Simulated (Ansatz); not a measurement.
# Diamond (Fd-3m, 2 atoms a cell): G0W0 under other settings

Aim: change settings of a G0W0 run on Diamond (Fd-3m, 2 atoms a cell) and see what moves.

Main program and level: Ansatz 0.2.0; G0W0 on PBE, plane waves, PAW; PAW set soft_1.

## Step 1: Set-up

Symmetry: Fd-3m, No. 227, cubic system. The conventional cell has a = 3.567 Å, b = 3.567 Å, c = 3.567 Å, α = 90.00°, β = 90.00°, γ = 90.00°. Nearest to C lie 4 C at 1.54 Å.

The cell and positions come from the Crystallography Open Database and are kept as given unless a step says otherwise.

## Step 2: The base run: 8×8×8 mesh, 25 empty bands, screening to 100 eV, PAW set soft_1 files

G0W0 replaces the xc potential by the self-energy, built once from these orbitals. Only a window of levels is corrected, while the sums run over the empty bands that the input names. This step takes PAW set soft_1 files.

input.yaml

```yaml
crystal:
  lattice:
    - [0.0, 1.78337, 1.78337]
    - [1.78337, 0.0, 1.78337]
    - [1.78337, 1.78337, 0.0]
  atoms:
    - { symbol: C, position: [0.0, 0.0, 0.0] }
    - { symbol: C, position: [0.25, 0.25, 0.25] }
kpoints:
  mp_grid: { grid: [8, 8, 8] }
hamiltonian:
  xc: pbe
  pseudopotentials: { kind: paw, azcp: { folder: soft_1 } }
scf:
  occupations: { method: fixed }
gw:
  n_empty_bands: 25
  ecut_chi: 100
  qp_bands: [v2, c2]
  qp_kpoints: band_edges
  screening: { model: contour_deformation }
```

Started as:

```sh
ansatz run input.yaml --threads 3 --pin off --max-ram 92160MiB --backend cuda --events-out ev --progress --plain --runs-dir out --devices 1 --max-vram 13GiB
```

Numbers of over 12 decimals in the logs are rounded to 6 here.

The program printed:

```text
GPUs: using 1 of 1 available (devices: 1).
Engine: ansatz 0.2.0, x86_64-unknown-linux-gnu
Pseudopotentials: kind: paw
Pseudopotential: C, paw, valence charge 4, recommended cutoff 420 eV (normal), soft_1/C.paw.azcp
Functional definition: PBE
  parameter kappa = 0.804
  parameter beta = 0.066725
  exchange = pbe_x(kappa = kappa, mu = beta*pi^2/3)
  correlation = pbe_c(beta = beta)
device memory: the entry about to start is reckoned to put 0.3 GiB on a device that reports 52.9 GiB free (of which the cap on the GPU budget leaves the run 13.0 GiB)
GPU FFT provider: cuFFT
GPU libraries: cuBLAS 13.8.2, cuFFT 12.4.0, cuSOLVER 12.3.4
Crystal: 2 atoms, lattice volume = 11.344 Å³
Basis set: ecut = 420 eV, 229 PW (Γ)
Bands: 8, of which v1, the nominal top of the filled ones, is band 4 counted from 1 (3 counted from 0)
Symmetry: 48 space group operations
Space group: Fd-3m (ITA 227), of the structure as read, at distance tolerance 2.2e-5 Å
k-points: 29 of 512
Non-local potential: C, projectors of the file, l = 0: 2, l = 1: 2, l = 2: 1
PAW form: soft (Blöchl's): semilocal exchange-correlation on the pseudo side does not see the compensation charge
PAW one-centre angular grid: C, 110 points (default); XC on 64 Gauss nodes
Initial density: superposition of atomic densities (chi_scale 0.1, normalization cell)
Initial wavefunctions: pseudopotential atomic-orbital guess
GPU buffer pool allocated for 5832 grid points (all kernels)
GPU transforms: local potential and band sums: pruned to the plane-wave sphere, on 18×18×18
Functional: x = pbe(κ = 0.804, μ = 0.219515), c = pbe(β = 0.066725)
SCF iter   1: F=—  HF=-502.167542 eV  |F-HF|=—  |Δ(HF+E_count)|=         —  Δρ=1.39e-1  dr2=1.54e0  ethr=3.10e-3  ⟨swp⟩=4.0  Hψ=1373  notcnv=0  defer=47
preconditioner: auto → none  [insulator: Δε(μ)=4.822 eV  Ē_g=19.616 eV  n_scr=0 (ndim 8)  ℏωp=31.2 eV  f_vac=0.000  ε∞_Penn≈3.5]
SCF iter   2: F=—  HF=-501.665307 eV  |F-HF|=—  |Δ(HF+E_count)|=   5.02e-1  Δρ=5.56e-2  dr2=2.18e-1  ethr=3.10e-3  ⟨swp⟩=2.7  Hψ=635  notcnv=0  defer=42
SCF iter   3: F=—  HF=-501.613143 eV  |F-HF|=—  |Δ(HF+E_count)|=   5.22e-2  Δρ=5.96e-3  dr2=1.30e-3  ethr=2.72e-3  ⟨swp⟩=3.0  Hψ=414  notcnv=0  defer=50
SCF iter   4: F=—  HF=-501.613647 eV  |F-HF|=—  |Δ(HF+E_count)|=   5.04e-4  Δρ=2.75e-4  dr2=3.61e-6  ethr=1.62e-5  ⟨swp⟩=2.9  Hψ=355  notcnv=0  defer=56
SCF iter   5: F=-501.613649 eV  HF=-501.613649 eV  |F-HF|=6.66e-8  |Δ(HF+E_count)|=   2.09e-6  Δρ=3.58e-5  dr2=3.50e-8  ethr=1.25e-9  ⟨swp⟩=5.0  Hψ=1115  notcnv=0
SCF 1 converged in 5 iterations: F = -501.613649 eV  dr2 = 3.50e-8
[...]
device memory: the entry about to start is reckoned to put 0.4 GiB on a device that reports 51.8 GiB free (of which the cap on the GPU budget leaves the run 13.0 GiB)
[...]
E_nonlocal   = 45.822306
  E_hartree    = 26.465699
  E_xc         = -95.426043
  E_vxc        = -117.854629  (∫ρ·V_xc dr)
  E_paw        = -199.909389  (= ΣΔE_a)
  E_vpaw       = -15.356133  (= ΣTr[D̂ρ^β])
  E_aug_tail   = 0.000043  (compensation charges beyond the density's cutoff)
  E_ewald      = -347.961363
  E_smearing   = -0.000000  (= −TS)
  E_closure    = 0.000000  (closes the sum)
  Σ components = -501.613649   (vs F -501.613649, Δ=0.00e0)
--- Band table (eV; the first three rows and the last of 29) ---
  k-point 0: bands = ["-8.1402", "13.3475", "13.3475", "13.3475", "18.9397", "18.9397", "18.9397", "26.5977"]
  k-point 1: bands = ["-7.7079", "10.9318", "12.6943", "12.6943", "19.7965", "19.7965", "20.2203", "26.9709"]
  k-point 2: bands = ["-6.4242", "6.7537", "11.5977", "11.5977", "21.1373", "21.1373", "21.4784", "27.9260"]
  k-point 28: bands = ["1.3678", "1.3678", "5.0186", "5.0186", "23.9675", "23.9675", "25.6379", "25.6379"]
--- G₀W₀: contour deformation, 6 samples at zero and on the imaginary axis and 2 off it, 512 q-points, 25 empty bands' worth ---
  eigenvalues of the whole cell's RPA ε∞ on this k-mesh (on a slab, of 1 + 4πα/V) = 5.7702, 5.7702, 5.7702; static W/v taken at q = 0 is 0.173305
  bands read: the sum over 29 bands ends inside a degenerate multiplet in 4 slots, whose members it reads at an even weight; the widest, k=2: bands 29 to 30 (counted from 1) at 1/2 each
  gw.qp_kpoints: band_edges: 12 of 29 stored k-points solved, in 1 pass; an edge of the gap read off the rows below is read off those points alone
    valence top: of the k-points left out ik 11 came nearest to being solved in a further pass, in band 4 (counted from 1, as in the quasiparticle table): it holds the edge there only if its correction is more favourable than any solved in that band by at least 0.760 eV; those differ by 0.658 eV
    conduction bottom: of the k-points left out ik 18 came nearest to being solved in a further pass, in band 5 (counted from 1, as in the quasiparticle table): it holds the edge there only if its correction is more favourable than any solved in that band by at least 0.775 eV; those differ by 0.667 eV
    ik  band        ε_KS         Σx   Σc(E_QP)       V_xc       Z   E_QP_lin       E_QP  E_QP is
     0     3     13.3475   -20.0923     2.1255   -17.7677  0.8307    13.1482    13.1484  root
     0     4     13.3475   -20.0923     2.1255   -17.7677  0.8307    13.1482    13.1484  root
     0     5     18.9397   -10.2647    -4.7292   -16.3866  0.8312    20.3409    20.3324  root
     0     6     18.9397   -10.2647    -4.7292   -16.3866  0.8312    20.3409    20.3324  root
     1     3     12.6943   -20.0846     2.2703   -17.5688  0.8289    12.4485    12.4488  root
     1     4     12.6943   -20.0846     2.2703   -17.5688  0.8289    12.4485    12.4488  root
     1     5     19.7965   -10.1919    -4.9589   -16.5994  0.8281    21.2553    21.2451  root
     1     6     19.7965   -10.1919    -4.9589   -16.5994  0.8281    21.2553    21.2451  root
[...]
28     3      5.0186   -20.7255     4.4186   -15.4497  0.7906     4.1544     4.1615  root
    28     4      5.0186   -20.7255     4.4186   -15.4497  0.7906     4.1544     4.1615  root
    28     5     23.9675    -7.7279    -5.9121   -14.8953  0.8205    25.2344    25.2229  root
    28     6     23.9675    -7.7279    -5.9121   -14.8953  0.8205    25.2344    25.2229  root
[key lines of the parts left out:]
SCF converged after 5 iterations
Free energy (F): -501.613649 eV
Fermi energy:    13.347481 eV
```

The job ended after 13 s (1 × NVIDIA H100 80GB HBM3 (shared by 6 runs) with 3 threads of AMD EPYC 7R13 (Zen 3), shared host; peak memory 0.96 GiB).

In the SCF lines HF is the Harris–Foulkes energy and dr2 the Hartree energy of the density residual, in eV; the loop may stop once dr2 is under the threshold and the program's other checks hold. Hψ counts applications of the Hamiltonian.

This step gave:

- bands summed: 29
- RPA ε∞ on this mesh (eigenvalues): 5.770, 5.770, 5.770
- plane waves in the screening matrix: 27
- q-points in the mesh: 512
- G0W0 gap on the mesh: 5.262 eV
- k of the valence top: 0, 0, 0
- k of the conduction bottom: 0, 0.375, 0.375
- starting gap on the mesh: 4.141 eV
- Z at the valence top: 0.8307
- Z at the conduction bottom: 0.8416
- least direct G0W0 gap on the computed points: 7.184 eV

The gap on the mesh goes from 4.14 eV to 5.26 eV, a correction of +1.12 eV. Between the two edge states, bare exchange in place of the xc potential would open the gap by 7.80 eV, and correlation takes back 6.68 eV.

## Step 3: Variant: potentials

Other atomic data (norm-conserving) test the pseudisation: the cutoff goes from 420 to 1115.67 eV, with the same valence electrons.

This step: G0W0 on PBE, plane waves, norm-conserving pseudopotentials.

input.yaml: that of step 2 with these lines changed.

```diff
@@ -12,3 +12,3 @@
   xc: pbe
-  pseudopotentials: { kind: paw, azcp: { folder: soft_1 } }
+  pseudopotentials: { kind: nc }
 scf:
```

The program printed:

```text
GPUs: using 1 of 1 available (devices: 1).
[...]
GPU FFT provider: cuFFT
GPU libraries: cuBLAS 13.8.2, cuFFT 12.4.0, cuSOLVER 12.3.4
Crystal: 2 atoms, lattice volume = 11.344 Å³
Basis set: ecut = 1115.666836 eV, 941 PW (Γ)
Bands: 8, of which v1, the nominal top of the filled ones, is band 4 counted from 1 (3 counted from 0)
[... 1 set-up line as in the run before ...]
[...]
k-points: 29 of 512
[...]
GPU buffer pool allocated for 27000 grid points (all kernels)
[...]
SCF iter   1: F=—  HF=-328.424176 eV  |F-HF|=—  |Δ(HF+E_count)|=         —  Δρ=1.42e-1  dr2=1.61e0  ethr=3.10e-3  ⟨swp⟩=5.7  Hψ=1622  notcnv=0  defer=50
[...]
SCF iter   5: F=-327.821176 eV  HF=-327.821176 eV  |F-HF|=5.90e-8  |Δ(HF+E_count)|=   8.65e-7  Δρ=3.79e-5  dr2=3.85e-8  ethr=1.25e-9  ⟨swp⟩=6.7  Hψ=1251  notcnv=0
SCF 1 converged in 5 iterations: F = -327.821176 eV  dr2 = 3.85e-8
[...]
0     3     13.3420   -20.1052     2.1285   -17.7718  0.8308    13.1369    13.1370  root
     0     4     13.3420   -20.1052     2.1285   -17.7718  0.8308    13.1369    13.1370  root
     0     5     18.9494   -10.2655    -4.7264   -16.3786  0.8314    20.3445    20.3361  root
     0     6     18.9494   -10.2655    -4.7264   -16.3786  0.8314    20.3445    20.3361  root
     1     3     12.6909   -20.0973     2.2729   -17.5730  0.8291    12.4393    12.4396  root
     1     4     12.6909   -20.0973     2.2729   -17.5730  0.8291    12.4393    12.4396  root
     1     5     19.8067   -10.1929    -4.9559   -16.5917  0.8283    21.2596    21.2495  root
     1     6     19.8067   -10.1929    -4.9559   -16.5917  0.8283    21.2596    21.2495  root
[...]
28     3      5.0237   -20.7286     4.4180   -15.4494  0.7908     4.1553     4.1625  root
    28     4      5.0237   -20.7286     4.4180   -15.4494  0.7908     4.1553     4.1625  root
    28     5     23.9723    -7.7241    -5.9058   -14.8810  0.8208    25.2347    25.2234  root
    28     6     23.9723    -7.7241    -5.9058   -14.8810  0.8208    25.2347    25.2234  root
[key lines of the parts left out:]
SCF converged after 5 iterations
Free energy (F): -327.821176 eV
Fermi energy:    13.341979 eV
```

Elapsed: 13 s, on 1 × NVIDIA H100 80GB HBM3 (shared by 6 runs) with 3 threads; peak memory 0.9 GiB.

The G0W0 gap on the mesh is 5.268 eV.

Against the base:

| setting | base | variant |
| --- | --- | --- |
| files | PAW set soft_1 | norm-conserving |

```csv
quantity,variant,base
starting gap on the mesh,4.144,4.141
G0W0 gap on the mesh,5.268,5.262
least direct G0W0 gap on the computed points,7.199,7.184
Z at the valence top,0.831,0.831
Z at the conduction bottom,0.842,0.842
```

## Step 4: Variant: potentials

This step: G0W0 on PBE, plane waves, PAW.

input.yaml: that of step 3 with these lines changed.

```diff
@@ -12,3 +12,3 @@
   xc: pbe
-  pseudopotentials: { kind: nc }
+  pseudopotentials: { kind: paw, source: ansatz }
 scf:
```

The program printed:

```text
GPUs: using 1 of 1 available (devices: 1).
[...]
GPU FFT provider: cuFFT
GPU libraries: cuBLAS 13.8.2, cuFFT 12.4.0, cuSOLVER 12.3.4
Crystal: 2 atoms, lattice volume = 11.344 Å³
Basis set: ecut = 820 eV, 609 PW (Γ)
Bands: 8, of which v1, the nominal top of the filled ones, is band 4 counted from 1 (3 counted from 0)
[... 1 set-up line as in the run before ...]
[...]
k-points: 29 of 512
[...]
GPU buffer pool allocated for 13824 grid points (all kernels)
[...]
SCF iter   1: F=—  HF=-502.231291 eV  |F-HF|=—  |Δ(HF+E_count)|=         —  Δρ=1.41e-1  dr2=1.59e0  ethr=3.10e-3  ⟨swp⟩=5.8  Hψ=1616  notcnv=0  defer=53
[...]
SCF iter   5: F=-501.619008 eV  HF=-501.619008 eV  |F-HF|=5.12e-8  |Δ(HF+E_count)|=   2.89e-8  Δρ=3.75e-5  dr2=3.79e-8  ethr=1.25e-9  ⟨swp⟩=4.7  Hψ=1361  notcnv=0
SCF 1 converged in 5 iterations: F = -501.619008 eV  dr2 = 3.79e-8
[...]
G₀W₀ screening: q 1/29
[...]
0     3     13.3596   -20.0919     2.1253   -17.7743  0.8308    13.1672    13.1674  root
     0     4     13.3596   -20.0919     2.1253   -17.7743  0.8308    13.1672    13.1674  root
     0     5     18.9580   -10.2695    -4.7283   -16.3981  0.8313    20.3669    20.3582  root
     0     6     18.9580   -10.2695    -4.7283   -16.3981  0.8313    20.3669    20.3582  root
     1     3     12.7080   -20.0837     2.2704   -17.5739  0.8290    12.4684    12.4687  root
     1     4     12.7080   -20.0837     2.2704   -17.5739  0.8290    12.4684    12.4687  root
     1     5     19.8158   -10.1984    -4.9587   -16.6138  0.8282    21.2828    21.2724  root
     1     6     19.8158   -10.1984    -4.9587   -16.6138  0.8282    21.2828    21.2724  root
[...]
28     3      5.0419   -20.7179     4.4213   -15.4399  0.7907     4.1782     4.1853  root
    28     4      5.0419   -20.7179     4.4213   -15.4399  0.7907     4.1782     4.1853  root
    28     5     23.9863    -7.7314    -5.9115   -14.9062  0.8206    25.2612    25.2496  root
    28     6     23.9863    -7.7314    -5.9115   -14.9062  0.8206    25.2612    25.2496  root
[key lines of the parts left out:]
SCF converged after 5 iterations
Free energy (F): -501.619008 eV
Fermi energy:    13.359610 eV
```

It took 12 s on 1 × NVIDIA H100 80GB HBM3 (shared by 6 runs) with 3 threads; peak memory 0.96 GiB.

The G0W0 gap on the mesh is 5.259 eV.

Against the base:

```
setting            base   variant
  files  PAW set soft_1  hard PAW
```

| quantity | variant | base |
| --- | --- | --- |
| starting gap on the mesh | 4.137 | 4.141 |
| G0W0 gap on the mesh | 5.259 | 5.262 |
| least direct G0W0 gap on the computed points | 7.191 | 7.184 |
| Z at the valence top | 0.831 | 0.831 |
| Z at the conduction bottom | 0.842 | 0.842 |

## Step 5: Variant: frequency model

A plasmon pole stands in for the full frequency dependence of the screening; this run shows what that costs in accuracy.

This step: G0W0 on PBE, plane waves, PAW; PAW set soft_1.

input.yaml, the sections that differ from step 4:

```yaml
hamiltonian:
  xc: pbe
  pseudopotentials: { kind: paw, azcp: { folder: soft_1 } }
gw:
  n_empty_bands: 25
  ecut_chi: 100
  qp_bands: [v2, c2]
  qp_kpoints: band_edges
  screening: { model: godby_needs }
# crystal, kpoints, scf: as in step 4
```

The program printed:

```text
GPUs: using 1 of 1 available (devices: 1).
[...]
GPU FFT provider: cuFFT
GPU libraries: cuBLAS 13.8.2, cuFFT 12.4.0, cuSOLVER 12.3.4
Crystal: 2 atoms, lattice volume = 11.344 Å³
Basis set: ecut = 420 eV, 229 PW (Γ)
Bands: 8, of which v1, the nominal top of the filled ones, is band 4 counted from 1 (3 counted from 0)
[... 1 set-up line as in the run before ...]
[...]
k-points: 29 of 512
[...]
GPU buffer pool allocated for 5832 grid points (all kernels)
[...]
SCF iter   1: F=—  HF=-502.167542 eV  |F-HF|=—  |Δ(HF+E_count)|=         —  Δρ=1.39e-1  dr2=1.54e0  ethr=3.10e-3  ⟨swp⟩=4.0  Hψ=1373  notcnv=0  defer=47
[...]
SCF iter   5: F=-501.613649 eV  HF=-501.613649 eV  |F-HF|=6.66e-8  |Δ(HF+E_count)|=   2.09e-6  Δρ=3.58e-5  dr2=3.50e-8  ethr=1.25e-9  ⟨swp⟩=5.0  Hψ=1115  notcnv=0
SCF 1 converged in 5 iterations: F = -501.613649 eV  dr2 = 3.50e-8
[...]
G₀W₀ screening: q 1/29
[...]
0     3     13.3475   -20.0923     2.1513   -17.7677  0.8343    13.1740    13.1741  root
     0     4     13.3475   -20.0923     2.1513   -17.7677  0.8343    13.1740    13.1741  root
     0     5     18.9397   -10.2647    -4.7118   -16.3866  0.8355    20.3561    20.3498  root
     0     6     18.9397   -10.2647    -4.7118   -16.3866  0.8355    20.3561    20.3498  root
     1     3     12.6943   -20.0846     2.2952   -17.5688  0.8330    12.4735    12.4737  root
     1     4     12.6943   -20.0846     2.2952   -17.5688  0.8330    12.4735    12.4737  root
     1     5     19.7965   -10.1919    -4.9378   -16.5994  0.8333    21.2736    21.2662  root
     1     6     19.7965   -10.1919    -4.9378   -16.5994  0.8333    21.2736    21.2662  root
[...]
28     3      5.0186   -20.7255     4.3687   -15.4497  0.8727     4.0310     4.1115  root
    28     4      5.0186   -20.7255     4.3687   -15.4497  0.8727     4.0310     4.1115  root
    28     5     23.9675    -7.7279    -5.8680   -14.8953  0.8258    25.2661    25.2669  root
    28     6     23.9675    -7.7279    -5.8680   -14.8953  0.8258    25.2661    25.2669  root
[key lines of the parts left out:]
SCF converged after 5 iterations
Free energy (F): -501.613649 eV
Fermi energy:    13.347481 eV
```

Wall time 11 s (1 × NVIDIA H100 80GB HBM3 (shared by 6 runs) with 3 threads); peak memory 0.93 GiB.

The G0W0 gap on the mesh is 5.244 eV.

Against the base:

| setting | base | variant |
| --- | --- | --- |
| frequency model | contour deformation | plasmon pole |

```
                                    quantity  variant   base
                    starting gap on the mesh    4.141  4.141
                        G0W0 gap on the mesh    5.244  5.262
least direct G0W0 gap on the computed points    7.176  7.184
                        Z at the valence top    0.834  0.831
                  Z at the conduction bottom    0.845  0.842
```

## Step 6: Summary of results

```json
{"base": "5.26 eV, 13 s", "potentials": "5.26 eV, 12 s", "frequency model": "5.24 eV, 11 s"}
```

In words: Potentials: the gap moves by +0.01 eV (the plane-wave cutoff goes from 420 to 1115.67 eV). Potentials: the gap moves by −0.003 eV (the plane-wave cutoff goes from 420 to 820 eV). Frequency model: the gap moves by −0.02 eV. All runs here use a coarse mesh and modest cutoffs; they test settings and are not final values.

[Paths, hosts, dates, memory and timing lines, banners, echoed tables and standing remarks are left out of the program output.]

[Logs are printed without paths, hosts, clocks, repeated set-up lines and the standing remarks that a program may print on its own settings, such as how far it seeks lower states.]

[Runs of the session that timed out or met a known fault of the program may be left out.]

[Cells called generated may have been cut or substituted from an entry of the Crystallography Open Database or the Materials Project.]

[Hosts, paths, dates, database ids (printed as entryN), source tags and the programs' standing remarks are cut or masked in the printed files.]
